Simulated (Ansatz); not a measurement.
**Resistivity from frozen vibrations: Mo(100) with 4 thermally displaced layers, 2x2**

How much do lattice vibrations at 800 K scatter the electrons of Mo? Layers with random displacements are laid between perfect leads, and the resistance is followed against their length.

Method: Ansatz plane-wave DFT, PBE, PAW files; ballistic transport by layer matching (Landauer), zero bias; PAW set soft_1, in Ansatz 0.2.0.

**1. The starting structure**

The cell holds 56 atoms: 56 Mo. Cell: a = 6.294 Å, b = 6.294 Å, c = 22.029 Å, α = 90.0°, β = 90.0°, γ = 90.0°. It derives from Mo. Regions: lead, 40 atoms (40 Mo); scattering region, 16 atoms (16 Mo). The structure is stacked along c, and the current runs across the ab planes.

**2. With 4 displaced layers**

Each atom of 4 layers is moved at random, by amounts drawn from a normal law 0.0777 Å wide in each direction from the Debye model (450 K) at 800 K. The layers about the cell's end stay perfect and serve as the lead. Disorder leaves little or no symmetry, which makes such runs dear. Energies from -0.05 to 0.05 eV in steps of 0.05 eV are too few for the program's thermal sum, so it prints no conductance; for a metal the transmission near the Fermi level serves, at a fraction of the cost.

Input file input.yaml:

```yaml
crystal:
  lattice:
    - [6.294, 0.0, 0.0]
    - [0.0, 6.294, 0.0]
    - [0.0, 0.0, 22.029]
  atoms:
    - { symbol: Mo, position: [0.0, 0.0, 0.0357142857] }
    - { symbol: Mo, position: [0.0, 0.5, 0.0357142857] }
    - { symbol: Mo, position: [0.5, 0.0, 0.0357142857] }
    - { symbol: Mo, position: [0.5, 0.5, 0.0357142857] }
    - { symbol: Mo, position: [0.25, 0.25, 0.1071428571] }
    - { symbol: Mo, position: [0.25, 0.75, 0.1071428571] }
    - { symbol: Mo, position: [0.75, 0.25, 0.1071428571] }
    - { symbol: Mo, position: [0.75, 0.75, 0.1071428571] }
    - { symbol: Mo, position: [0.0, 0.0, 0.1785714286] }
    - { symbol: Mo, position: [0.0, 0.5, 0.1785714286] }
    - { symbol: Mo, position: [0.5, 0.0, 0.1785714286] }
    - { symbol: Mo, position: [0.5, 0.5, 0.1785714286] }
    - { symbol: Mo, position: [0.25, 0.25, 0.25] }
    - { symbol: Mo, position: [0.25, 0.75, 0.25] }
    - { symbol: Mo, position: [0.75, 0.25, 0.25] }
    - { symbol: Mo, position: [0.75, 0.75, 0.25] }
    - { symbol: Mo, position: [0.0, 0.0, 0.3214285714] }
    - { symbol: Mo, position: [0.0, 0.5, 0.3214285714] }
    - { symbol: Mo, position: [0.5, 0.0, 0.3214285714] }
    - { symbol: Mo, position: [0.5, 0.5, 0.3214285714] }
    - { symbol: Mo, position: [0.2515530564, 0.2483682022, 0.3951173393] }
    - { symbol: Mo, position: [0.2512957569, 0.7433832555, 0.3941332936] }
    - { symbol: Mo, position: [0.7661073893, 0.2616986206, 0.390373502] }
    - { symbol: Mo, position: [0.7343691445, 0.7423011319, 0.3930029916] }
    - { symbol: Mo, position: [0.971280541, 0.9972974215, 0.4598886126] }
    - { symbol: Mo, position: [0.9909548198, 0.4932771541, 0.4631694195] }
    - { symbol: Mo, position: [0.5050845806, 0.0128774295, 0.4638320864] }
    - { symbol: Mo, position: [0.5168789558, 0.4917833212, 0.4655262729] }
    - { symbol: Mo, position: [0.2611599275, 0.2511612674, 0.5330903086] }
    - { symbol: Mo, position: [0.238614579, 0.744346037, 0.5364914041] }
    - { symbol: Mo, position: [0.7375289014, 0.2474162022, 0.5351523446] }
    - { symbol: Mo, position: [0.7566806826, 0.7526515322, 0.5369684764] }
    - { symbol: Mo, position: [0.9919237181, 0.9983989746, 0.609909684] }
    - { symbol: Mo, position: [0.0184472975, 0.4844476549, 0.6124858367] }
    - { symbol: Mo, position: [0.5166246462, 0.0096509865, 0.6080761809] }
    - { symbol: Mo, position: [0.4961223337, 0.5180098972, 0.6140610523] }
    - { symbol: Mo, position: [0.25, 0.25, 0.6785714286] }
    - { symbol: Mo, position: [0.25, 0.75, 0.6785714286] }
    - { symbol: Mo, position: [0.75, 0.25, 0.6785714286] }
    - { symbol: Mo, position: [0.75, 0.75, 0.6785714286] }
    - { symbol: Mo, position: [0.0, 0.0, 0.75] }
    - { symbol: Mo, position: [0.0, 0.5, 0.75] }
    - { symbol: Mo, position: [0.5, 0.0, 0.75] }
    - { symbol: Mo, position: [0.5, 0.5, 0.75] }
    - { symbol: Mo, position: [0.25, 0.25, 0.8214285714] }
    - { symbol: Mo, position: [0.25, 0.75, 0.8214285714] }
    - { symbol: Mo, position: [0.75, 0.25, 0.8214285714] }
    - { symbol: Mo, position: [0.75, 0.75, 0.8214285714] }
    - { symbol: Mo, position: [0.0, 0.0, 0.8928571429] }
    - { symbol: Mo, position: [0.0, 0.5, 0.8928571429] }
    - { symbol: Mo, position: [0.5, 0.0, 0.8928571429] }
    - { symbol: Mo, position: [0.5, 0.5, 0.8928571429] }
    - { symbol: Mo, position: [0.25, 0.25, 0.9642857143] }
    - { symbol: Mo, position: [0.25, 0.75, 0.9642857143] }
    - { symbol: Mo, position: [0.75, 0.25, 0.9642857143] }
    - { symbol: Mo, position: [0.75, 0.75, 0.9642857143] }
kpoints:
  mp_grid: { grid: [4, 4, 1] }
hamiltonian:
  xc: pbe
  pseudopotentials: { kind: paw, azcp: { folder: soft_1 } }
scf:
  occupations: { method: fermi_dirac, width: 0.1 }
output:
  transmission: { leads: [[0, 4]], kmesh: [8, 8], e_range: [-0.05, 0.05], de: 0.05 }
  write_potential: true
  write_density: true
  volumetric_format: npy
  elf: true
```

Command:

```sh
$ ansatz run input.yaml --threads 8 --pin off --max-ram 15360MiB --backend cpu --events-out ev --progress --plain --runs-dir out
```

Numbers of over 12 decimals in the logs are rounded to 6 here.

Log:

```text
Engine: ansatz 0.2.0, aarch64-unknown-linux-gnu
Pseudopotentials: kind: paw
Pseudopotential: Mo, paw, valence charge 14, recommended cutoff 420 eV (normal), soft_1/Mo.paw.azcp
Functional definition: PBE
  parameter kappa = 0.804
  parameter beta = 0.066725
  exchange = pbe_x(kappa = kappa, mu = beta*pi^2/3)
  correlation = pbe_c(beta = beta)
Crystal: 56 atoms, lattice volume = 872.666 Å³
Basis set: ecut = 420 eV, 17109 PW (Γ)
Bands: 471, of which v1, the nominal top of the filled ones, is band 392 counted from 1 (391 counted from 0)
Symmetry: 1 space group operations
Space group: P1 (ITA 1), of the structure as read, at distance tolerance 9.6e-5 Å
k-points: 10 of 16 (time reversal used)
Non-local potential: Mo, projectors of the file, l = 0: 3, l = 1: 2, l = 2: 2, l = 3: 1
PAW form: soft (Blöchl's): semilocal exchange-correlation on the pseudo side does not see the compensation charge
PAW one-centre angular grid: Mo, 590 points (default); XC on 64 Gauss nodes
Initial density: superposition of atomic densities (chi_scale 0.1, normalization cell)
Initial wavefunctions: pseudopotential atomic-orbital guess
Functional: x = pbe(κ = 0.804, μ = 0.219515), c = pbe(β = 0.066725)
SCF iter   1: F=—  HF=-277571.998497 eV  |F-HF|=—  |Δ(HF+E_count)|=         —  Δρ=1.06e-1  dr2=9.89e1  ethr=3.10e-3  ⟨swp⟩=4.3  Hψ=16226  notcnv=0
preconditioner: auto → Kerker (q_TF=auto, 2.680 Å⁻¹)  [metal: Δε(μ)=0.015 eV  Ē_g=4.663 eV  σ=0.100 eV  W_gap=0.04  n_scr=286 (ndim 8)  ℏωp=23.0 eV  f_vac=0.000  D(μ)=36.23/eV (n_scr^D=294)]
SCF iter   2: F=—  HF=-277546.712704 eV  |F-HF|=—  |Δ(HF+E_count)|=    2.53e1  Δρ=5.90e-2  dr2=2.89e1  ethr=3.10e-3  ⟨swp⟩=2.2  Hψ=9297  notcnv=0
SCF iter   3: F=—  HF=-277537.721127 eV  |F-HF|=—  |Δ(HF+E_count)|=    8.99e0  Δρ=7.97e-3  dr2=2.34e-1  ethr=3.10e-3  ⟨swp⟩=2.0  Hψ=8558  notcnv=0
SCF iter   4: F=—  HF=-277537.774674 eV  |F-HF|=—  |Δ(HF+E_count)|=   5.35e-2  Δρ=9.66e-4  dr2=8.02e-3  ethr=2.99e-5  ⟨swp⟩=2.9  Hψ=8824  notcnv=0
SCF iter   5: F=—  HF=-277537.774722 eV  |F-HF|=—  |Δ(HF+E_count)|=   4.79e-5  Δρ=1.77e-4  dr2=2.08e-4  ethr=1.02e-6  ⟨swp⟩=2.9  Hψ=10222  notcnv=0
SCF iter   6: F=—  HF=-277537.774769 eV  |F-HF|=—  |Δ(HF+E_count)|=   4.67e-5  Δρ=3.10e-5  dr2=1.68e-5  ethr=2.65e-8  ⟨swp⟩=2.0  Hψ=6357  notcnv=0
SCF iter   7: F=—  HF=-277537.773833 eV  |F-HF|=—  |Δ(HF+E_count)|=   9.35e-4  Δρ=5.24e-6  dr2=9.74e-7  ethr=2.14e-9  ⟨swp⟩=1.0  Hψ=4710  notcnv=0
SCF iter   8: F=-277537.773833 eV  HF=-277537.773833 eV  |F-HF|=2.82e-8  |Δ(HF+E_count)|=   3.84e-9  Δρ=9.06e-7  dr2=3.25e-8  ethr=1.28e-11  ⟨swp⟩=7.4  Hψ=11055  notcnv=0
SCF 1 converged in 8 iterations: F = -277537.773833 eV  dr2 = 3.25e-8
  greatest PAW one-centre occupation: 0.999 electrons in one spin orbital (limit 2), on the Mo atom at site 22 (counted from 0), in its partial waves of l = 0
transmission: 147 of 1462 steps passed
transmission: 294 of 1462 steps passed
[...]
transmission: 1462 of 1462 steps passed
SCF converged after 8 iterations
Free energy (F): -277537.773833 eV
Harris-Foulkes:  -277537.773833 eV  (|F-HF|=2.82e-8)
Internal energy: -277536.360700 eV  (E = F + TS)
E sigma→0 (E₀):  -277537.067266 eV
Entropy (-TS):   -1.413134 eV (-25.235 meV/atom)
Fermi energy:    21.169306 eV
--- Per-component energies (eV) ---
  E_band       = -3032.036670
  E_kinetic    = 23671.359839
  E_local      = -43195.361917  (includes V_loc(G=0)·N_el)
  E_nonlocal   = 8296.286043
  E_hartree    = 14734.197182
  E_xc         = -9882.867122
  E_vxc        = -12322.699860  (∫ρ·V_xc dr)
  E_paw        = -179863.613661  (= ΣΔE_a)
  E_vpaw       = -8950.013020  (= ΣTr[D̂ρ^β])
  E_aug_tail   = 0.002664  (compensation charges beyond the density's cutoff)
  E_ewald      = -91296.363727
  E_smearing   = -1.413134  (= −TS)
  E_closure    = 0.000000  (closes the sum)
  Σ components = -277537.773833   (vs F -277537.773833, Δ=0.00e0)
--- Band table (eV; the first three rows and the last of 10) ---
  k-point 0: bands = [... 388 lower, 21.0865, 21.1191, 21.1503, 21.1696, 21.1965, 21.2152, 21.2549, 21.2842, ... 75 higher]
  k-point 1: bands = [... 388 lower, 21.1309, 21.1512, 21.1737, 21.1997, 21.2266, 21.2601, 21.2750, 21.2972, ... 75 higher]
  k-point 2: bands = [... 388 lower, 21.1121, 21.1263, 21.2350, 21.2602, 21.2820, 21.3007, 21.3331, 21.3404, ... 75 higher]
  k-point 9: bands = [... 388 lower, 20.3479, 20.3606, 20.4337, 20.4639, 21.4000, 21.4087, 21.4298, 21.4698, ... 75 higher]
--- Transmission ---
  basis      : 349 plane waves across, 43 finite elements along
  points     : 34, standing for a mesh of 8 x 8
  energies   : 3 from -0.050000 to 0.050000 eV about the Fermi level, 0.050000 eV apart; the leads are filled to 0.000000 eV, and channels, transmission and decay are at 0.000000 eV
  crystal 0  : Mo4, at the sites [0, 4], period 1.5735 Å, over 15.73 Å; its Hamiltonian steps by up to 3.4 meV
    offset         : up to 0.0000 Å between an atom of the period and one for which it stands
    channels       : 6.781250e0 a spin
    conductance    : none, the energies end too early or step too widely for 300 K: set another output.transmission.e_range or a lower de, or, where they end at an eighth of basis.ecutwfc, a higher one
    slowest decay  : 0.0504 /Å at (0.5000, 0.3750)
  junction   : crystal 0 to crystal 0, 0.70 to 21.15 Å
    transmission   : 5.571926e0 a spin
    conductance    : none, the energies end too early or step too widely for 300 K: set another output.transmission.e_range or a lower de, or, where they end at an eighth of basis.ecutwfc, a higher one
```

Wall time 15 min (8 threads of Arm Neoverse N1, shared host); peak memory 9.1 GiB.

This step gave:

* free energy: -277537.7738 eV
* energy at zero smearing: -277537.0673 eV
* Fermi energy: 21.17 eV
* cell area: 39.61 Å²
* transmission per spin nearest the Fermi level: 5.572
* open channels per spin nearest the Fermi level: 6.781
* step of the lead's potential: 3.4 meV

Per spin. The transmission, zone mean by energy, zero at the Fermi level:

| energy (eV) | transmission, zone mean |
| --- | --- |
| -0.0500 | 5.50 |
| 0.0000 | 5.57 |
| 0.0500 | 5.71 |

Per spin. The open channels, zone mean, lead by energy, zero at the Fermi level:

| energy (eV) | open channels, zone mean, lead |
| --- | --- |
| -0.0500 | 6.59 |
| 0.0000 | 6.78 |
| 0.0500 | 6.84 |

Transmission over k1 and k2. At 0.0000 eV from the Fermi level.

Values, 8 rows by 8 columns:
```
 0.0  1.0  2.0  4.7  6.2  4.6  1.9  1.0
 3.3  2.0  4.2  9.4 11.2  9.3  4.1  1.9
 3.8  4.6  9.1 11.6 12.0 11.5  8.9  4.7
 3.1  6.2 10.8 11.9 12.4 11.9 10.8  6.2
 3.8  4.7  8.9 11.5 12.0 11.6  9.1  4.6
 3.3  1.9  4.1  9.3 11.2  9.4  4.2  2.0
 0.0  1.0  1.9  4.6  6.2  4.7  2.0  1.0
 0.0  0.0  3.5  3.8  2.9  3.8  3.5  0.0
```
Columns: k1 (b1) from -0.5 to 0.375; rows upwards: k2 (b2) from -0.5 to 0.375.

Open channels over k1 and k2. At 0.0000 eV from the Fermi level.

Ten even steps from '_' (0.0) to '@' (15.0):
```
____..--==--..__
::..==%%@@%%==..
::--%%@@@@@@%%--
::==@@@@@@@@@@==
::--%%@@@@@@%%--
::..==%%@@%%==..
____..--==--..__
____::::::::::__
```
Columns: k1 (b1) from -0.5 to 0.375; rows upwards: k2 (b2) from -0.5 to 0.375.

Valence density in the ca plane at fractional y = 0.000, with atoms of Mo within 0.2 Å of it. It is the smooth field of the valence electrons, not physical close to the nuclei.

Values in e/Å³, 9 rows by 16 columns, each cell a mean:
```
2.5 3.1 0.3 1.8 3.8 0.4 1.9 5.2 0.5 0.5 4.5 1.4 0.4 3.9 1.7 0.3
0.4 0.4 0.3 0.3 0.5 0.3 0.5 0.9 0.3 0.3 0.6 0.4 0.3 0.5 0.3 0.3
0.3 0.3 0.3 0.3 0.3 0.2 0.3 0.4 0.3 0.3 0.4 0.3 0.3 0.3 0.3 0.3
1.9 2.3 0.3 1.3 2.8 0.3 0.9 3.3 0.5 0.6 3.9 1.0 0.4 2.8 1.3 0.3
3.7 4.5 0.3 2.6 5.5 0.4 1.6 6.0 0.8 0.7 5.7 1.5 0.5 5.5 2.5 0.3
1.1 1.3 0.3 0.8 1.6 0.3 0.5 1.5 0.4 0.3 1.2 0.4 0.3 1.6 0.8 0.3
0.3 0.3 0.3 0.3 0.3 0.2 0.2 0.2 0.2 0.2 0.2 0.2 0.3 0.3 0.3 0.3
0.7 0.8 0.3 0.5 0.9 0.3 0.3 0.5 0.2 0.3 0.8 0.4 0.3 0.9 0.5 0.3
3.3 4.1 0.3 2.3 4.9 0.4 1.5 4.2 0.4 0.6 5.1 1.6 0.5 5.0 2.2 0.3
```
Columns run along c (16.0 Å, from fractional 0.14 to 0.86 of the cell), rows up along a (6.3 Å). Atoms in or near the plane, at fractional coordinates: Mo at (0.18, 0.00), Mo at (0.18, 0.50), Mo at (0.32, 0.00), Mo at (0.32, 0.50), Mo at (0.46, 0.97), Mo at (0.46, 0.51), Mo at (0.61, 0.99), Mo at (0.61, 0.52), Mo at (0.75, 0.00), Mo at (0.75, 0.50).

ELF in the ca plane at fractional y = 0.000, with atoms of Mo within 0.2 Å of it. It is the smooth field of the valence electrons, not physical close to the nuclei.

Ten even steps from '0' (0.17) to '9' (0.70), each cell a mean:
```
29888113049797121287693031088794031398981230
15774135226773143179982243148862252257741452
21001345421001354223322454311112454210013554
53224544453224444431124434542235444432245445
53224544443124444542135434531134444431245445
21011345421011344311112454312222454211113554
15775135226773143147872243169972252267741442
29888113049797022079794031188793030398981230
39669112059587022078695021188793030495781120
28997124139995133159993143159972241289961341
12332245312331255212321354211112453123322453
42002444431012444420013444421024444420124444
54334543454234543553345434543345434543355435
42002444431002444431124444420014544310024444
12332245313431255311102454212322453124322453
28997124139995133158861242069983141289961241
39669112059487021188892031088694030495781120
```
Columns run along c (16.0 Å, from fractional 0.14 to 0.86 of the cell), rows up along a (6.3 Å). Atoms in or near the plane, at fractional coordinates: Mo at (0.18, 0.00), Mo at (0.18, 0.50), Mo at (0.32, 0.00), Mo at (0.32, 0.50), Mo at (0.46, 0.97), Mo at (0.46, 0.51), Mo at (0.61, 0.99), Mo at (0.61, 0.52), Mo at (0.75, 0.00), Mo at (0.75, 0.50).

Electrostatic potential energy in the ca plane at fractional y = 0.000, with atoms of Mo within 0.2 Å of it. With pseudopotentials it is smooth inside the atoms' cores, unlike the true potential.

Values in eV, 9 rows by 16 columns, each cell a mean:
```
-17 -24  20  -7 -32  16  -8 -44  13  12 -39  -2  16 -32  -6  19
 16  15  22  18  14  22  15   4  20  21  10  18  21  13  18  22
 20  19  22  20  18  22  21  16  21  21  14  20  22  18  20  22
 -9 -15  20   0 -21  18   6 -27  14  12 -33   4  18 -22   0  20
-29 -37  18 -17 -46  14  -5 -50   7   8 -48  -4  13 -46 -16  18
  2  -2  21   8  -6  20  14  -6  18  19  -1  16  20  -7   9  21
 21  21  22  22  21  22  22  21  22  22  22  22  22  20  22  22
 10   7  21  13   4  21  19  13  22  20   6  17  21   4  14  21
-25 -33  19 -14 -42  15  -3 -35  15  11 -43  -4  14 -42 -13  18
```
Columns run along c (16.0 Å, from fractional 0.14 to 0.86 of the cell; values clipped at the 3rd and 97th percentile), rows up along a (6.3 Å). Atoms in or near the plane, at fractional coordinates: Mo at (0.18, 0.00), Mo at (0.18, 0.50), Mo at (0.32, 0.00), Mo at (0.32, 0.50), Mo at (0.46, 0.97), Mo at (0.46, 0.51), Mo at (0.61, 0.99), Mo at (0.61, 0.52), Mo at (0.75, 0.00), Mo at (0.75, 0.50).

Over the solved energies the transmission per spin lies between 5.50 and 5.71, out of 6.74 channels of the lead on average (up to 6.84).

[end of part 1 of 2]

[Logs are printed without paths, hosts, clocks, repeated set-up lines and the standing remarks that a program may print on its own settings, such as how far it seeks lower states.]

[Hosts, paths, dates, database ids (printed as entryN), source tags and the programs' standing remarks are cut or masked in the printed files.]
